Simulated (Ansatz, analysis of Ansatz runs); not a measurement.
**CsLiBr2 (P4/nmm), nudged elastic band: Li_i hop between interstitial places (q = +1)**

Wanted: path and barrier of a jump of Li in CsLiBr2 (P4/nmm) at charge +1. The case: Li_i hop between interstitial places, in a cell of 64 host atoms with 1 Li put in.

Method: plane-wave PAW DFT, PBEsol; nudged elastic band between two relaxed defect structures at fixed charge in a uniform background, in Ansatz 0.2.0.

**1. The structure**

The cell holds 65 atoms: 16 Cs, 17 Li and 32 Br. Its edges and angles: a = 14.446 Å, b = 14.446 Å, c = 9.811 Å, α = 90.0°, β = 90.0°, γ = 90.0°. It derives from CsLiBr2 (space group P4/nmm). Nearest the centre at fractional (0.495, 0.380, 0.491): Li65 at 1.73 Å, Br10 at 2.42 Å, Br43 at 2.42 Å, Cs2 at 2.56 Å, Cs35 at 2.78 Å, Br28 at 4.22 Å, Br57 at 4.35 Å, Br12 at 4.35 Å. The cell carries charge +1.

The cell's shortest repeat is 9.8 Å.

**2. Relaxation of the start point, charge +1**

A barrier is counted from a minimum, so both ends are relaxed first. Small random displacements break the symmetry of the ideal sites, so that the defect can distort if it gains by it. The charge of +1 is set by the electron count, and a uniform background keeps the cell neutral.

The input, qp1.start/input.yaml:

```yaml
crystal:
  lattice:
    - [10.21487051, 10.21487051, 0.0]
    - [-10.21487051, 10.21487051, 0.0]
    - [0.0, 0.0, 9.8110832]
  atoms:
    - { symbol: Cs, position: [0.125, 0.125, 0.2995137] }
    - { symbol: Cs, position: [0.375, 0.375, 0.2995137] }
    - { symbol: Cs, position: [0.125, 0.375, 0.7004863] }
    - { symbol: Cs, position: [0.375, 0.125, 0.7004863] }
    - { symbol: Li, position: [0.125, 0.375, 0.08388538] }
    - { symbol: Li, position: [0.375, 0.125, 0.08388538] }
    - { symbol: Li, position: [0.125, 0.125, 0.91611462] }
    - { symbol: Li, position: [0.375, 0.375, 0.91611462] }
    - { symbol: Br, position: [0.125, 0.125, 0.66383435] }
    - { symbol: Br, position: [0.375, 0.375, 0.66383435] }
    - { symbol: Br, position: [0.125, 0.375, 0.33616565] }
    - { symbol: Br, position: [0.375, 0.125, 0.33616565] }
    - { symbol: Br, position: [0.0, 0.0, 0.0] }
    - { symbol: Br, position: [0.25, 0.25, 0.0] }
    - { symbol: Br, position: [0.0, 0.25, 0.0] }
    - { symbol: Br, position: [0.25, 0.0, 0.0] }
    - { symbol: Cs, position: [0.125, 0.625, 0.2995137] }
    - { symbol: Cs, position: [0.375, 0.875, 0.2995137] }
    - { symbol: Cs, position: [0.125, 0.875, 0.7004863] }
    - { symbol: Cs, position: [0.375, 0.625, 0.7004863] }
    - { symbol: Li, position: [0.125, 0.875, 0.08388538] }
    - { symbol: Li, position: [0.375, 0.625, 0.08388538] }
    - { symbol: Li, position: [0.125, 0.625, 0.91611462] }
    - { symbol: Li, position: [0.375, 0.875, 0.91611462] }
    - { symbol: Br, position: [0.125, 0.625, 0.66383435] }
    - { symbol: Br, position: [0.375, 0.875, 0.66383435] }
    - { symbol: Br, position: [0.125, 0.875, 0.33616565] }
    - { symbol: Br, position: [0.375, 0.625, 0.33616565] }
    - { symbol: Br, position: [0.0, 0.5, 0.0] }
    - { symbol: Br, position: [0.25, 0.75, 0.0] }
    - { symbol: Br, position: [0.0, 0.75, 0.0] }
    - { symbol: Br, position: [0.25, 0.5, 0.0] }
    - { symbol: Cs, position: [0.625, 0.125, 0.2995137] }
    - { symbol: Cs, position: [0.875, 0.375, 0.2995137] }
    - { symbol: Cs, position: [0.625, 0.375, 0.7004863] }
    - { symbol: Cs, position: [0.875, 0.125, 0.7004863] }
    - { symbol: Li, position: [0.625, 0.375, 0.08388538] }
    - { symbol: Li, position: [0.875, 0.125, 0.08388538] }
    - { symbol: Li, position: [0.625, 0.125, 0.91611462] }
    - { symbol: Li, position: [0.875, 0.375, 0.91611462] }
    - { symbol: Br, position: [0.625, 0.125, 0.66383435] }
    - { symbol: Br, position: [0.875, 0.375, 0.66383435] }
    - { symbol: Br, position: [0.625, 0.375, 0.33616565] }
    - { symbol: Br, position: [0.875, 0.125, 0.33616565] }
    - { symbol: Br, position: [0.5, 0.0, 0.0] }
    - { symbol: Br, position: [0.75, 0.25, 0.0] }
    - { symbol: Br, position: [0.5, 0.25, 0.0] }
    - { symbol: Br, position: [0.75, 0.0, 0.0] }
    - { symbol: Cs, position: [0.625, 0.625, 0.2995137] }
    - { symbol: Cs, position: [0.875, 0.875, 0.2995137] }
    - { symbol: Cs, position: [0.625, 0.875, 0.7004863] }
    - { symbol: Cs, position: [0.875, 0.625, 0.7004863] }
    - { symbol: Li, position: [0.625, 0.875, 0.08388538] }
    - { symbol: Li, position: [0.875, 0.625, 0.08388538] }
    - { symbol: Li, position: [0.625, 0.625, 0.91611462] }
    - { symbol: Li, position: [0.875, 0.875, 0.91611462] }
    - { symbol: Br, position: [0.625, 0.625, 0.66383435] }
    - { symbol: Br, position: [0.875, 0.875, 0.66383435] }
    - { symbol: Br, position: [0.625, 0.875, 0.33616565] }
    - { symbol: Br, position: [0.875, 0.625, 0.33616565] }
    - { symbol: Br, position: [0.5, 0.5, 0.0] }
    - { symbol: Br, position: [0.75, 0.75, 0.0] }
    - { symbol: Br, position: [0.5, 0.75, 0.0] }
    - { symbol: Br, position: [0.75, 0.5, 0.0] }
    - { symbol: Li, position: [0.5, 0.5, 0.5] }
total_charge: 1
basis:
  ecutwfc: 420
  xc_grid: 2
hamiltonian:
  xc: pbesol
kpoints:
  mp_grid: { grid: [1, 1, 1], shift: [0.25, 0.25, 0.25] }
scf:
  occupations: { method: fixed }
  max_iter: 150
output:
  forces: true
relax:
  f_tol: 0.02
  max_steps: 70
  random_displacement: { amplitude: 0.03, seed: 7529 }
```

Run with:

```bash
ansatz run input.yaml --threads 32 --pin off --max-ram 84787MiB --backend cuda --events-out ev --progress --plain --runs-dir out --max-vram 78GiB
```

Log:

```text
[...]
Engine: ansatz 0.2.0, aarch64-unknown-linux-gnu
[...]
Pseudopotential: Cs, paw, valence charge 9, recommended cutoff 420 eV (normal), Cs.paw.azcp
Pseudopotential: Li, paw, valence charge 3, recommended cutoff 420 eV (normal), Li.paw.azcp
Pseudopotential: Br, paw, valence charge 7, recommended cutoff 420 eV (normal), Br.paw.azcp
Functional definition: PBEsol
[...]
Crystal: 65 atoms, lattice volume = 2047.447 Å³
Basis set: ecut = 420 eV, 39949 PW (Γ), exchange–correlation on 200×200×144 points (8 copies of the dense FFT grid, shifted against one another)
Bands: 274, of which v1, the nominal top of the filled ones, is band 209 counted from 1 (208 counted from 0)
[...]
k-points: 1
[...]
SCF iter   3: F=—  HF=-180502.623485 eV  |F-HF|=—  |Δ(HF+E_count)|=   3.59e-3  Δρ=1.63e-4  dr2=6.79e-4  ethr=3.83e-6  ⟨swp⟩=3.0  Hψ=426  notcnv=0  defer=60
automatic band count: iteration 3 solves 271 bands in place of 274: the levels show a gap, and the empty bands left out lie too high to hold charge; the band table lists the bands solved (type scf.n_e [...]
[...]
SCF 1 converged in 6 iterations: F = -180502.624246 eV  dr2 = 2.26e-7
[...]
relax step   1: F+E_penalty+E_count = -180502.62424642 eV  Δ(F+E_penalty+E_count) = +0.000e0 eV  max|allowed force component| = 6.497e-1 eV/Å  Δτ_max = 0.0000 Å  (6 SCF iters, dr2 threshold 1.00e-5 eV [...]
[...]
automatic band count: iteration 1 solves 271 bands in place of 274: the levels show a gap, and the empty bands left out lie too high to hold charge; the band table lists the bands solved (type scf.n_e [...]
[...]
SCF 6 converged in 3 iterations: F = -180503.842578 eV  dr2 = 2.50e-8
relax step   6: F+E_penalty+E_count = -180503.84257782 eV  Δ(F+E_penalty+E_count) = -2.655e-7 eV  max|allowed force component| = 1.113e-2 eV/Å  Δτ_max = 0.0000 Å  (3 SCF iters, accepted)
SCF converged after 3 iterations
[...]
```

The job ended after 4.3 s (1 × NVIDIA GB200 with 32 threads of Arm Neoverse V2, shared host; peak memory 1.4 GiB).

Relaxation path:

| step | energy less that of the first step (eV) | largest force component (eV/Å) |
| --- | --- | --- |
| 1 | 0.0000 | 0.6497 |
| 2 | -0.8350 | 0.3942 |
| 3 | -1.1589 | 0.1053 |
| 4 | -1.1811 | 0.1244 |
| 5 | -1.2183 | 0.0111 |
| 6 | -1.2183 | 0.0111 |

The atoms that moved most (Å, from the sites as typed, ahead of the random displacement, the mean shift of all atoms taken out):

```
atom      dx      dy      dz  length
Br43  -0.402   0.000   0.177   0.439
Br57  -0.002  -0.400  -0.176   0.437
Br10  -0.001   0.399  -0.178   0.437
Br28   0.398   0.000   0.177   0.436
 Cs2   0.000  -0.288  -0.207   0.355
Cs20  -0.287  -0.001   0.207   0.354
Cs35   0.285   0.002   0.209   0.354
Cs49  -0.002   0.287  -0.206   0.353
```

Neighbours of Li65 at the end:

| atom | distance (Å) |
| --- | --- |
| Br43 | 2.584 |
| Br10 | 2.585 |
| Br28 | 2.586 |
| Br57 | 2.588 |
| Cs2 | 3.576 |
| Cs20 | 3.577 |
| Cs49 | 3.578 |
| Cs35 | 3.578 |

This step gave:

```yaml
free_energy: -180503.8426 eV
r_m_s_move_of_the_farther_half_of_the_atoms: 0.06538 Å
largest_move_from_the_ideal_geometry_of_this_structure_a_common_shift_of_the_far_atoms_taken_out: 0.4392 Å
```

The relaxation gained 1.218 eV and ended with a largest force component of 0.011 eV/Å.

**3. Relaxation of the end point, charge +1**

The end point is relaxed in the same cell and settings, so that the two energies compare. Atoms more than 3.2 Å from the middle of the hop start where the first relaxation left them, the nearer ones on or close to their ideal places, with small random displacements.

The input, qp1.end/input.yaml:

```yaml
crystal:
  lattice:
    - [10.21487051, 10.21487051, 0.0]
    - [-10.21487051, 10.21487051, 0.0]
    - [0.0, 0.0, 9.8110832]
  atoms:
    - { symbol: Cs, position: [0.12209849, 0.12196397, 0.2988869] }
    - { symbol: Cs, position: [0.375, 0.375, 0.2995137] }
[... 1 atom line left out ...]
    - { symbol: Cs, position: [0.37583359, 0.12572569, 0.69636888] }
[... 3 atom lines left out ...]
    - { symbol: Li, position: [0.37934539, 0.37918872, 0.90599246] }
[... 1 atom line left out ...]
    - { symbol: Br, position: [0.375, 0.375, 0.66383435] }
[... 1 atom line left out ...]
    - { symbol: Br, position: [0.37340495, 0.12084631, 0.33232539] }
[... 15 atom lines left out ...]
    - { symbol: Br, position: [0.3942999, 0.60527126, 0.35427725] }
[... 4 atom lines left out ...]
    - { symbol: Cs, position: [0.62389239, 0.1259819, 0.30403339] }
[... 1 atom line left out ...]
    - { symbol: Cs, position: [0.625, 0.375, 0.7004863] }
[... 1 atom line left out ...]
    - { symbol: Li, position: [0.62018462, 0.37924752, 0.09396833] }
[... 5 atom lines left out ...]
    - { symbol: Br, position: [0.625, 0.375, 0.33616565] }
[... 13 atom lines left out ...]
    - { symbol: Br, position: [0.60512241, 0.60526731, 0.64591761] }
[... 7 atom lines left out ...]
    - { symbol: Li, position: [0.4896, 0.2604, 0.483] }
total_charge: 1
basis:
  ecutwfc: 420
  xc_grid: 2
hamiltonian:
  xc: pbesol
kpoints:
  mp_grid: { grid: [1, 1, 1], shift: [0.25, 0.25, 0.25] }
scf:
  occupations: { method: fixed }
  max_iter: 150
output:
  forces: true
relax:
  f_tol: 0.02
  max_steps: 70
  random_displacement: { amplitude: 0.01, seed: 7529 }
```

Log:

```text
[...]
Crystal: 65 atoms, lattice volume = 2047.447 Å³
Basis set: ecut = 420 eV, 39949 PW (Γ), exchange–correlation on 200×200×144 points (8 copies of the dense FFT grid, shifted against one another)
Bands: 274, of which v1, the nominal top of the filled ones, is band 209 counted from 1 (208 counted from 0)
[...]
k-points: 1
[...]
SCF iter   6: F=-180502.246039 eV  HF=-180502.246038 eV  |F-HF|=2.92e-7  |Δ(HF+E_count)|=   4.22e-6  Δρ=2.31e-6  dr2=2.26e-7  ethr=7.45e-10  ⟨swp⟩=2.0  Hψ=867  notcnv=0
SCF 1 converged in 6 iterations: F = -180502.246039 eV  dr2 = 2.26e-7
[...]
relax step   1: F+E_penalty+E_count = -180502.24603868 eV  Δ(F+E_penalty+E_count) = +0.000e0 eV  max|allowed force component| = 7.342e-1 eV/Å  Δτ_max = 0.0000 Å  (6 SCF iters, dr2 threshold 1.00e-5 eV [...]
[...]
SCF 5 converged in 6 iterations: F = -180503.842685 eV  dr2 = 3.42e-8
[...]
relax step   5: F+E_penalty+E_count = -180503.84268456 eV  Δ(F+E_penalty+E_count) = -1.524e-2 eV  max|allowed force component| = 8.685e-3 eV/Å  Δτ_max = 0.0615 Å  (6 SCF iters, accepted)
SCF converged after 6 iterations
[...]
```

The job ended after 3.5 s (1 × NVIDIA GB200 with 32 threads; peak memory 1.5 GiB).

The steps of the relaxation:

| step | energy less that of the first step (eV) | largest force component (eV/Å) |
| --- | --- | --- |
| 1 | 0.0000 | 0.7342 |
| 2 | -0.8738 | 0.4393 |
| 3 | -1.3639 | 0.1917 |
| 4 | -1.5814 | 0.0396 |
| 5 | -1.5966 | 0.0087 |

The atoms that moved most (Å, from the sites as typed, ahead of the random displacement):

```
atom      dx      dy      dz  length
Br41  -0.456   0.019  -0.223   0.508
Br12  -0.027   0.450   0.215   0.500
Br28  -0.444   0.026  -0.209   0.491
Br57  -0.026   0.445   0.202   0.489
Br43  -0.003  -0.403   0.178   0.441
Br10   0.396  -0.006  -0.183   0.436
Cs33   0.299  -0.002  -0.253   0.392
 Cs4  -0.004  -0.302   0.244   0.389
```

Neighbours of Li65 at the end:

```
atom  distance (Å)
Br12         2.585
Br41         2.585
Br43         2.586
Br10         2.587
Cs33         3.569
 Cs2         3.569
Cs35         3.570
 Cs4         3.571
```

Numbers from this step:

```
free energy                                                                                       : -180503.8427 eV
r.m.s. move of the farther half of the atoms                                                      : 0.06259 Å
largest move from the ideal geometry of this structure, a common shift of the far atoms taken out : 0.4368 Å
```

The relaxation gained 1.597 eV and ended with a largest force component of 0.0087 eV/Å. The end lies within 1 meV of the start.

(Continued in part 2 of 2.)

[Logs are printed without paths, hosts, clocks, repeated set-up lines and the standing remarks that a program may print on its own settings, such as how far it seeks lower states.]

[Hosts, paths, dates, database ids (printed as entryN), source tags and the programs' standing remarks are cut or masked in the printed files.]
